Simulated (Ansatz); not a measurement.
# TmCu (Pm-3m): relaxing the cell for a phonon run

Aim: bring TmCu (Pm-3m) to small forces and stress, as phonons need.

Method: DFT LDA, scalar-relativistic, plane waves, PAW, in Ansatz 0.2.0.

Report form: the programs' logs are mostly left out.

In doubt: a part-filled 4f shell, where there is one, can sit in one of many states (steps 2, 3, 4, 6, 7, 8), so energies may not be the lowest and differences between runs may mislead; derivatives with an open 4f shell can jump between states (steps 2, 3, 4, 6, 7, 8), which bears on forces and vibrations.

## (1) The starting structure

The structure is cubic, space group Pm-3m (No. 221). The conventional cell has a = 3.384 Å, b = 3.384 Å, c = 3.384 Å, α = 90.00°, β = 90.00°, γ = 90.00°. Nearest to Tm lie 8 Cu at 2.93 Å. Cu has 8 Tm at 2.93 Å nearest. Farther neighbours are not listed.

As a file:

```cif
data_structure
_symmetry_space_group_name_H-M 'Pm-3m'
_symmetry_Int_Tables_number 221
_cell_length_a 3.3845
_cell_length_b 3.3845
_cell_length_c 3.3845
_cell_angle_alpha 90.000
_cell_angle_beta 90.000
_cell_angle_gamma 90.000
_cell_volume 38.77
loop_
_atom_site_label
_atom_site_type_symbol
_atom_site_symmetry_multiplicity
_atom_site_Wyckoff_symbol
_atom_site_fract_x
_atom_site_fract_y
_atom_site_fract_z
_atom_site_occupancy
Tm1 Tm 1 b 0.50000 0.50000 0.50000 1
Cu1 Cu 1 a 0.00000 0.00000 0.00000 1
```

## (2) A magnetic order at the starting cell, 2 atoms

Phonons depend on the magnetic state, so simple orders are compared first, at the starting cell. This run starts ferromagnetic.

Input file input.yaml:

```yaml
crystal:
  lattice:
    - [3.38448683, 0.0, 0.0]
    - [0.0, 3.38448683, 0.0]
    - [0.0, 0.0, 3.38448683]
  atoms:
    - { symbol: Tm, position: [0.5, 0.5, 0.5], spin: 2.0 }
    - { symbol: Cu, position: [0.0, 0.0, 0.0] }
kpoints:
  mp_grid: { grid: [8, 8, 8] }
hamiltonian:
  xc: lda
scf:
  occupations: { method: gaussian, width: 0.05 }
  max_iter: 100
output:
  forces: true
  stress: true
  eigenvalues: true
  populations: true
magnetization:
  spin_polarized: true
```

Run with:

```console
$ ansatz run input.yaml --threads 4 --pin off --max-ram 14336MiB --backend cpu --events-out ev --progress --plain --runs-dir out
```

It took 11 s on 4 threads of Arm Neoverse N1, shared host; peak memory 0.38 GiB; 37 s of CPU time.

Numbers from this step:

* magnetization: 1.242 μB
* absolute magnetization: 1.375 μB
* site moments: 1.303, -0.02909 μB
* pressure: -2.662 GPa
* volume per atom: 19.38 Å³
* gap on the k-mesh: 0 eV

The cell carries a net spin moment of 1.24 μB and an absolute one of 1.37 μB.

## (3) A magnetic order at the starting cell, 4 atoms

Phonons depend on the magnetic state, so simple orders are compared first, at the starting cell. This run starts antiferromagnetic, q = (0.5, 0.5, 0.5).

System of this step: TmCu (Pm-3m). Symmetry: Pm-3m, No. 221, cubic system. The conventional cell has a = 3.384 Å, b = 3.384 Å, c = 3.384 Å, α = 90.00°, β = 90.00°, γ = 90.00°. Tm has 8 Cu at 2.93 Å nearest. Nearest to Cu lie 8 Tm at 2.93 Å. Farther neighbours are not listed.

input.yaml, the sections that differ from step 2:

```yaml
crystal:
  lattice:
    - [3.38448683, 3.38448683, 0.0]
    - [3.38448683, 0.0, 3.38448683]
    - [3.38448683, 0.0, -3.38448683]
  atoms:
    - { symbol: Tm, position: [0.5, 0.25, 0.75], spin: 2.0 }
    - { symbol: Tm, position: [0.5, 0.75, 0.25], spin: -2.0 }
    - { symbol: Cu, position: [0.0, 0.0, 0.0] }
    - { symbol: Cu, position: [0.0, 0.5, 0.5] }
# kpoints, hamiltonian, scf, output, magnetization: as in step 2
```

Elapsed: 46 s, on 4 threads; peak memory 0.52 GiB.

This step gave:

```
absolute magnetization : 2.675 μB
site moments           : 1.323, -1.323, 4.84e-8, 4.84e-8 μB
pressure               : -2.901 GPa
```

The cell carries a net spin moment of 0.00 μB and an absolute one of 2.67 μB, so the moments cancel.

## (4) A magnetic order at the starting cell, 4 atoms (run 2)

Phonons depend on the magnetic state, so simple orders are compared first, at the starting cell. This run starts antiferromagnetic, q = (0, 0, 0.5).

input.yaml, the sections that differ from step 3:

```yaml
crystal:
  lattice:
    - [3.38448683, 0.0, 0.0]
    - [0.0, 3.38448683, 0.0]
    - [0.0, 0.0, 6.76897366]
  atoms:
    - { symbol: Tm, position: [0.5, 0.5, 0.25], spin: 2.0 }
    - { symbol: Tm, position: [0.5, 0.5, 0.75], spin: -2.0 }
    - { symbol: Cu, position: [0.0, 0.0, 0.0] }
    - { symbol: Cu, position: [0.0, 0.0, 0.5] }
kpoints:
  mp_grid: { grid: [8, 8, 4] }
# hamiltonian, scf, output, magnetization: as in step 3
```

Elapsed: 58 s, on 4 threads; peak memory 0.61 GiB; 3.7 min of CPU time.

The cell carries a net spin moment of 0.00 μB and an absolute one of 2.71 μB, so the moments cancel.

## (5) The orders compared

An antiferromagnetic start is carried into the relaxation if it ends more than 3 meV per atom below the ferromagnetic start.

This step gave:

```yaml
start_carried_on: antiferromagnetic, q = (0, 0, 0.5)
```

Orders, by row:

```
                        starting order  atoms  energy from the first start (meV/atom)  largest moment (μB)  gap on mesh (eV)  net moment of the cell (μB)  order kept
                         ferromagnetic      2                                       0                  1.3                 0                         1.24         yes
antiferromagnetic, q = (0.5, 0.5, 0.5)      4                                    -2.8                 1.32                 0                            0         yes
    antiferromagnetic, q = (0, 0, 0.5)      4                                    -5.8                 1.32                 0                            0         yes
```

The start carried on is the antiferromagnetic, q = (0, 0, 0.5) one.

## (6) Probe on a coarse mesh

A quick single point on a coarse mesh tells whether the cell has a gap and how far it is from rest, which sets the k mesh and smearing that follow.

Changes to input.yaml since step 4:

```diff
@@ -11,3 +11,3 @@
 kpoints:
-  mp_grid: { grid: [8, 8, 4] }
+  mp_grid: { grid: [6, 6, 4] }
 hamiltonian:
@@ -15,4 +15,4 @@
 scf:
-  occupations: { method: gaussian, width: 0.05 }
-  max_iter: 100
+  occupations: { method: gaussian, width: 0.1 }
+  lower_state_search: "off"
 output:
```

The job ended after 11 s (4 threads; peak memory 0.51 GiB).

This step gave:

- absolute magnetization: 2.666 μB
- site moments: 1.304, -1.304, -2.05e-18, 5.91e-19 μB
- pressure: -2.803 GPa

The coarse mesh shows no gap and a pressure of -2.8 GPa.

## (7) Relaxation

Harmonic phonons are second derivatives at a point where the forces vanish, and they are wanted at zero stress, so atoms and cell are relaxed first.

Input file input.yaml:

```yaml
crystal:
  lattice:
    - [3.38448683, 0.0, 0.0]
    - [0.0, 3.38448683, 0.0]
    - [0.0, 0.0, 6.76897366]
  atoms:
    - { symbol: Tm, position: [0.5, 0.5, 0.25], spin: 1.43 }
    - { symbol: Tm, position: [0.5, 0.5, 0.75], spin: -1.43 }
    - { symbol: Cu, position: [0.0, 0.0, 0.0] }
    - { symbol: Cu, position: [0.0, 0.0, 0.5] }
kpoints:
  mp_grid: { grid: [12, 12, 6] }
hamiltonian:
  xc: lda
scf:
  occupations: { method: gaussian, width: 0.1 }
output:
  forces: true
  stress: true
  eigenvalues: true
  populations: true
  write_density: true
  write_potential: true
  elf: true
  volumetric_format: npy
magnetization:
  spin_polarized: true
relax:
  adjacent_minimum: "off"
  f_tol: 0.005
  max_steps: 80
  cell: { stress_tol: 0.05 }
```

Run time: 2.9 min. Hardware: 4 threads; peak memory 0.91 GiB; 11 min of CPU time.

Relaxation path:

```
step  energy less that of the first step (eV)  largest force component (eV/Å)  pressure (GPa)  volume (Å³)
   1                                   0.0000                          0.0000           -2.88        77.54
   2                                  -0.0244                          0.0000            1.77        72.44
   3                                  -0.0330                          0.0000           -0.13        74.30
   4                                  -0.0331                          0.0000           -0.01        74.16
  5*                                  -0.0318                          0.0000           -0.01        74.16
```

Relaxation steps marked * repeat the geometry before them on a plane-wave basis chosen anew for their cell, so energy and pressure can jump there.

Forces are held to the 16 operations that the run works with; a distortion that breaks them can't arise in this run.

| cell as run | before | after | change |
| --- | --- | --- | --- |
| a (Å) | 3.384 | 3.330 | -1.6 % |
| b (Å) | 3.384 | 3.330 | -1.6 % |
| c (Å) | 6.769 | 6.686 | -1.2 % |
| volume (Å³/atom) | 19.38 | 18.54 | -4.4 % |

The relaxed structure:

```xyz
4
Lattice="3.3305 0.0000 0.0000 0.0000 3.3305 0.0000 0.0000 0.0000 6.6862" Properties=species:S:1:pos:R:3 pbc="T T T"
Tm    1.6652    1.6652    1.6716
Tm    1.6652    1.6652    5.0147
Cu    0.0000    0.0000    0.0000
Cu    0.0000    0.0000    3.3431
```

Numbers from this step:

```yaml
absolute_magnetization: 2.679 μB
site_moments: 1.312, -1.312, -2.91e-9, -2.91e-9 μB
pressure: -0.01350 GPa
volume_per_atom: 18.54 Å³
```

Spin density in the ac plane at fractional y = 0.000, with atoms of Cu within 0.2 Å of it.

Ten even steps from '_' (-5.45 × 1e-3 e/Å³) to '@' (5.45 × 1e-3 e/Å³), each cell a mean:
```
@@%%**++++++++++++++++++++++++**%%
++======++++++++++++++++++++======
::::--==++++++++++++++++++++==--::
====++++++******++++******++++++==
**************++++++++************
****##********++----++********##**
**************++====++************
++++++++******++++++++******++++++
::----==++++++++****++++++++==----
------==++++++++++++++++++++==----
@@##++++++++++++++++++++++++++++##
****++++++++++++++++++++++++++++**
__..--========================--..
==++++++====================++++++
####**++====================++**##
++++======------====------======++
--------------========------------
----::--------==****==--------::--
--------------==++++==------------
========------========------======
##****++========----========++****
******++====================++****
__::============================::
----============================--
```
Columns run along a (3.3 Å), rows up along c (6.7 Å). Atoms in or near the plane, at fractional coordinates: Cu at (0.00, 0.00), Cu at (0.00, 0.50).

ELF of down spins in the ac plane at fractional y = 0.000, with atoms of Cu within 0.2 Å of it. It is the smooth field of the valence electrons, not physical close to the nuclei.

Ten even steps from '_' (0.07) to '@' (0.91), each cell a mean:
```
%%##--::....::--------::....::--##
----::......::--------::......::--
........::::--::::::::--::::......
....::::--::::........::::--::::..
--------::::..________..::::------
--------::..____________..::------
--------::....________....::------
::::::::--::::..____..::::--::::::
........::::::::::::::::::::......
::::......::------------::......::
##++--......::--------::......--++
@@@@++::....::--------::....::++@@
%%##==::....::--------::....::==##
----::......::--------::......::--
........::::--::::::::--::::......
....::::----::........::----::::..
----------::..________..::--------
======--::..____________..::--====
----------::..________..::--------
::::::::--::::........::::--::::::
........::::--::::::::--::::......
::::......::------------::......::
##++--......::--------::......--++
@@@@++::....::--------::....::++@@
```
Columns run along a (3.3 Å), rows up along c (6.7 Å). Atoms in or near the plane, at fractional coordinates: Cu at (0.00, 0.00), Cu at (0.00, 0.50).

ELF in the ac plane at fractional y = 0.000, with atoms of Cu within 0.2 Å of it. It is the smooth field of the valence electrons, not physical close to the nuclei.

Values, 24 rows by 14 columns, each cell a mean:
```
0.74 0.57 0.32 0.21 0.20 0.29 0.38 0.40 0.37 0.27 0.20 0.22 0.35 0.61
0.37 0.30 0.23 0.20 0.24 0.32 0.37 0.38 0.37 0.31 0.22 0.20 0.23 0.31
0.20 0.20 0.21 0.24 0.30 0.33 0.31 0.30 0.31 0.33 0.29 0.23 0.20 0.20
0.22 0.24 0.27 0.31 0.32 0.26 0.20 0.18 0.20 0.27 0.32 0.31 0.26 0.23
0.33 0.34 0.35 0.33 0.26 0.17 0.12 0.10 0.12 0.19 0.28 0.34 0.35 0.34
0.40 0.40 0.38 0.32 0.22 0.13 0.08 0.07 0.08 0.14 0.24 0.33 0.38 0.40
0.37 0.37 0.37 0.33 0.24 0.15 0.10 0.08 0.10 0.16 0.26 0.34 0.37 0.37
0.25 0.26 0.30 0.33 0.30 0.23 0.17 0.15 0.18 0.25 0.31 0.32 0.29 0.26
0.19 0.20 0.22 0.26 0.31 0.31 0.28 0.26 0.28 0.32 0.30 0.25 0.21 0.20
0.28 0.25 0.21 0.21 0.25 0.33 0.36 0.36 0.36 0.32 0.24 0.21 0.21 0.25
0.65 0.49 0.29 0.21 0.21 0.30 0.38 0.40 0.37 0.27 0.20 0.21 0.31 0.53
0.89 0.71 0.38 0.22 0.19 0.28 0.37 0.40 0.36 0.25 0.19 0.23 0.42 0.77
0.74 0.57 0.32 0.21 0.20 0.29 0.38 0.40 0.37 0.27 0.20 0.22 0.35 0.61
0.37 0.30 0.23 0.20 0.24 0.32 0.37 0.38 0.37 0.31 0.22 0.20 0.23 0.31
0.20 0.20 0.21 0.24 0.30 0.33 0.31 0.30 0.31 0.33 0.29 0.23 0.20 0.20
0.22 0.24 0.27 0.31 0.32 0.26 0.20 0.18 0.20 0.27 0.32 0.31 0.26 0.23
0.33 0.34 0.35 0.33 0.26 0.17 0.12 0.10 0.12 0.19 0.28 0.34 0.35 0.34
0.40 0.40 0.38 0.32 0.22 0.13 0.08 0.07 0.08 0.14 0.24 0.33 0.38 0.40
0.37 0.37 0.37 0.33 0.24 0.15 0.10 0.08 0.10 0.16 0.26 0.34 0.37 0.37
0.25 0.26 0.30 0.33 0.30 0.23 0.17 0.15 0.18 0.25 0.31 0.32 0.29 0.26
0.19 0.20 0.22 0.26 0.31 0.31 0.28 0.26 0.28 0.32 0.30 0.25 0.21 0.20
0.28 0.25 0.21 0.21 0.25 0.33 0.36 0.36 0.36 0.32 0.24 0.21 0.21 0.25
0.65 0.50 0.29 0.21 0.21 0.30 0.38 0.40 0.37 0.27 0.20 0.21 0.31 0.53
0.89 0.71 0.38 0.22 0.19 0.28 0.37 0.40 0.36 0.25 0.19 0.23 0.42 0.77
```
Columns run along a (3.3 Å), rows up along c (6.7 Å). Atoms in or near the plane, at fractional coordinates: Cu at (0.00, 0.00), Cu at (0.00, 0.50).

In this step the volume went from 19.38 to 18.54 Å³/atom.

## (8) Relaxing to small forces for the phonons

Phonons need a cell at rest on their own settings, so the relaxation is repeated with tight tolerances on forces and stress on the k mesh and occupations of the first response run.

Input file input.yaml:

```yaml
crystal:
  lattice:
    - [3.3304500828, 0.0, 0.0]
    - [0.0, 3.3304500828, 0.0]
    - [0.0, 0.0, 6.6862257415]
  atoms:
    - { symbol: Tm, position: [0.5, 0.5, 0.25], spin: 1.44 }
    - { symbol: Tm, position: [0.5, 0.5, 0.75], spin: -1.44 }
    - { symbol: Cu, position: [0.0, 0.0, 0.0] }
    - { symbol: Cu, position: [0.0, 0.0, 0.5] }
kpoints:
  mp_grid: { grid: [12, 12, 6] }
hamiltonian:
  xc: lda
scf:
  occupations: { method: gaussian, width: 0.15 }
output:
  forces: true
  stress: true
  eigenvalues: true
  populations: true
magnetization:
  spin_polarized: true
relax:
  adjacent_minimum: "off"
  f_tol: 0.001
  max_steps: 60
  cell: { stress_tol: 0.01 }
```

Wall time 3.5 min (4 threads); peak memory 0.95 GiB.

Little changed from the start: no atom moved by 0.005 Å and no cell edge by 0.1 %.

Numbers from this step:

```yaml
absolute_magnetization: 2.670 μB
site_moments: 1.314, -1.314, -2.76e-8, -2.76e-8 μB
pressure: 2.57e-4 GPa
volume_per_atom: 18.58 Å³
```

The largest force component left is 0.015 meV/Å and the pressure is 0.000 GPa, within the tolerances set. The cell now holds 18.58 Å³/atom. Within 0.01 Å the structure now has space group P4/mmm, not the Pm-3m of the start.

## (9) What came out

| Quantity | Value |
| --- | --- |
| space group after relaxation (within 0.01 Å) | P4/mmm |
| lattice constant a | 3.333 Å |
| lattice constant b | 3.333 Å |
| lattice constant c | 3.345 Å |
| volume per atom | 18.6 Å³ |

**Reading.** The largest force component left is 0.015 meV/Å and the pressure is 0.000 GPa, within the tolerances set. The cell now holds 18.58 Å³/atom. Within 0.01 Å the structure now has space group P4/mmm, not the Pm-3m of the start. The relaxation keeps the symmetry of its start, so it says nothing on stability against lower symmetry. The magnetic order is imposed (antiferromagnetic, q = (0, 0, 0.5), in the reciprocal basis of the primitive cell) and the runs use its cell of 4 atoms, a multiple of the chemical cell, so that Γ here also holds zone-boundary modes of the chemical cell; it can lower the symmetry of the database entry. The magnetic state is the one that the run reached from its starting moments; a lower one was not ruled out. The 4f shell is treated without a U, so valence and screening may be off. Spin-orbit coupling is left out, which can matter for the heavy elements here.

[Logs are printed without paths, hosts, clocks, repeated set-up lines and the standing remarks that a program may print on its own settings, such as how far it seeks lower states.]

[Hosts, paths, dates, database ids (printed as entryN), source tags and the programs' standing remarks are cut or masked in the printed files.]
